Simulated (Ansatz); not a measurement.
**Ir-Rh-Ir stack of (100) layers: phonons along a line and the smearing**

Aim: see how the phonons of Ir-Rh-Ir stack of (100) layers along the first symmetry line respond to the electronic smearing. The first relaxation steps of the session are not shown, so no cell shown is the starting entry, unless a step says so.

Main program and level: Ansatz 0.2.0; DFT PBEsol, scalar-relativistic, plane waves, PAW; PAW set soft_1.

Report form: the programs' logs are mostly left out.

### Step 1. The cell after earlier relaxation steps

The cell holds 3 atoms: 2 Ir and 1 Rh. Its edges and angles: a = 2.616 Å, b = 2.616 Å, c = 31.400 Å, α = 90.0°, β = 90.0°, γ = 90.0°. Vacuum lies along c.

### Step 2. Relaxing tightly for phonons

Residual forces and stress shift phonon frequencies, so the cell is relaxed again, with tight thresholds and the mesh and smearing of this input. Earlier relaxation steps are not shown.

Input file input.yaml:

```yaml
crystal:
  lattice:
    - [2.6164866494, 0.0, 0.0]
    - [0.0, 2.6164866494, 0.0]
    - [0.0, 0.0, 31.400000096]
  atoms:
    - { symbol: Ir, position: [0.0, 0.0, 0.1754665895] }
    - { symbol: Rh, position: [0.5, 0.5, 0.2356687891] }
    - { symbol: Ir, position: [0.0, 0.0, 0.2958709887] }
  periodic: [true, true, false]
kpoints:
  mp_grid: { grid: [12, 12, 1] }
hamiltonian:
  xc: pbesol
  pseudopotentials: { kind: paw, azcp: { folder: soft_1 }, xc_functional: pbe }
scf:
  occupations: { method: methfessel_paxton, width: 0.2 }
output:
  forces: true
  stress: true
  eigenvalues: true
relax:
  adjacent_minimum: "off"
  f_tol: 0.001
  max_steps: 60
  cell: { stress_2d_tol: 0.002 }
```

On the command line:

```
> ansatz run input.yaml --threads 4 --pin off --max-ram 12288MiB --backend cpu --events-out ev --progress --plain --runs-dir out
```

Run time: 15 s. Hardware: 4 threads of Arm Neoverse V2, shared host; peak memory 0.61 GiB; 58 s of CPU time.

Little changed from the start: no atom moved by 0.005 Å and no cell edge by 0.1 %.

This step gave:

| Item | Value |
| --- | --- |
| metallic on mesh | yes |
| gap on the k-mesh | 0 eV |

### Step 3. Phonons along a line: Fermi–Dirac smearing of 0.1 eV

Each wavevector is solved by itself, so no interpolation smooths a dip of the branch.

Input file input.yaml:

```yaml
crystal:
  lattice:
    - [2.6156317741, 0.0, 0.0]
    - [0.0, 2.6156317741, 0.0]
    - [0.0, 0.0, 31.400000096]
  atoms:
    - { symbol: Ir, position: [0.0, 0.0, 0.175432516] }
    - { symbol: Rh, position: [0.5, 0.5, 0.2356687891] }
    - { symbol: Ir, position: [0.0, 0.0, 0.2959050622] }
  periodic: [true, true, false]
kpoints:
  mp_grid: { grid: [16, 16, 1] }
hamiltonian:
  xc: pbesol
  pseudopotentials: { kind: paw, azcp: { folder: soft_1 }, xc_functional: pbe }
scf:
  occupations: { method: fermi_dirac, width: 0.1 }
output:
  eigenvalues: true
phonons:
  method: dfpt
  qpoints:
    - [0, 0, 0]
    - [0.0, 0.0625, 0.0]
    - [0.0, 0.1875, 0.0]
    - [0.0, 0.3125, 0.0]
    - [0.0, 0.4375, 0.0]
```

Run time: 17 min. Hardware: 4 threads; peak memory 2.4 GiB.

Each wavevector solved by linear response. Table of frequency by |q| along the line; 7 of 9 lines:

```
|q| along the line (Å⁻¹)  mode 1 (cm⁻¹)  mode 2 (cm⁻¹)  mode 3 (cm⁻¹)  mode 4 (cm⁻¹)  mode 5 (cm⁻¹)  mode 6 (cm⁻¹)  mode 7 (cm⁻¹)
                   0.000              0              0              0           85.7           85.7            130            192
                   0.150           7.49           18.7           39.9           86.5           91.9            129            191
                   0.450           44.9           56.4           91.3           99.4            120            134            180
                   0.751           78.8           86.6           97.2            112            129            146            172
                   1.051           95.6           98.1           99.2            115            133            162            168
```

### Step 4. Wavevectors along a line: Fermi–Dirac smearing of 0.25 eV

Changes to input.yaml since step 3:

```diff
@@ -16,3 +16,3 @@
 scf:
-  occupations: { method: fermi_dirac, width: 0.1 }
+  occupations: { method: fermi_dirac, width: 0.25 }
 output:
```

Wider smearing eases the sum over k-points of a metal but moves the result away from its zero-temperature value.

Run time: 18 min. Hardware: 4 threads; peak memory 2.5 GiB.

Each wavevector solved by linear response. The frequency by |q| along the line; 7 of 9 lines:

| \|q\| along the line (Å⁻¹) | mode 1 (cm⁻¹) | mode 2 (cm⁻¹) | mode 3 (cm⁻¹) | mode 4 (cm⁻¹) | mode 5 (cm⁻¹) | mode 6 (cm⁻¹) | mode 7 (cm⁻¹) |
| --- | --- | --- | --- | --- | --- | --- | --- |
| 0.000 | 0 | 0 | 0 | 84.4 | 84.4 | 129 | 181 |
| 0.150 | 6.56 | 17.1 | 39.8 | 85 | 91.1 | 128 | 180 |
| 0.450 | 43.5 | 51.4 | 88.1 | 97.3 | 119 | 132 | 172 |
| 0.751 | 76.6 | 79.0 | 89.4 | 108 | 127 | 146 | 164 |
| 1.051 | 86.1 | 90.8 | 102 | 108 | 127 | 160 | 160 |

Against step 3 (now smearing width 0.25 eV), the free energy moves by -112.6 meV an atom.

### Step 5. Smearing and the soft branch

Lowest frequency against |q| along the line:

```csv
|q| along the line (Å⁻¹),"fermi dirac 0.1 eV, k 16x16x1 (cm⁻¹)","fermi dirac 0.25 eV, k 16x16x1 (cm⁻¹)"
0.000,0,0
0.150,7.49,6.56
0.450,44.9,43.5
0.751,78.8,76.6
1.051,95.6,86.1
```

### Step 6. What came out

```yaml
phonon_run_of_the_rows_without_a_label_of_their_own: PBEsol, k 16×16×1
lowest_branch_at_the_last_solved_point_fermi_dirac_0p1_ev: 95.6 cm⁻¹ at |q| = 1.05 Å⁻¹
lowest_branch_at_the_last_solved_point_fermi_dirac_0p25_ev: 86.1 cm⁻¹ at |q| = 1.05 Å⁻¹
```

What this shows: No branch softens by more than 4 % of the top frequency as the smearing narrows, so no anomaly that hangs on the smearing shows at these points. The line holds 5 wavevectors, so a narrow dip between them would be missed. Between Fermi–Dirac 0.25 eV and Fermi–Dirac 0.1 eV the largest change, with modes counted by rank of frequency, is in mode 7 at |q| = 0.150 Å⁻¹, from 180 to 191 cm⁻¹. Where branches cross, a count by rank can hide a softening. At the narrowest width the k mesh may not resolve the Fermi surface, so part of the change can be mesh noise. Spin–orbit coupling, left out here, matters for Ir. The PAW files were made for PBE; under other functionals the run regenerates their frozen core. The structure was built by hand as an ordered model, and its stability against other phases was not tested.

[Logs are printed without paths, hosts, clocks, repeated set-up lines and the standing remarks that a program may print on its own settings, such as how far it seeks lower states.]

[Hosts, paths, dates, database ids (printed as entryN), source tags and the programs' standing remarks are cut or masked in the printed files.]
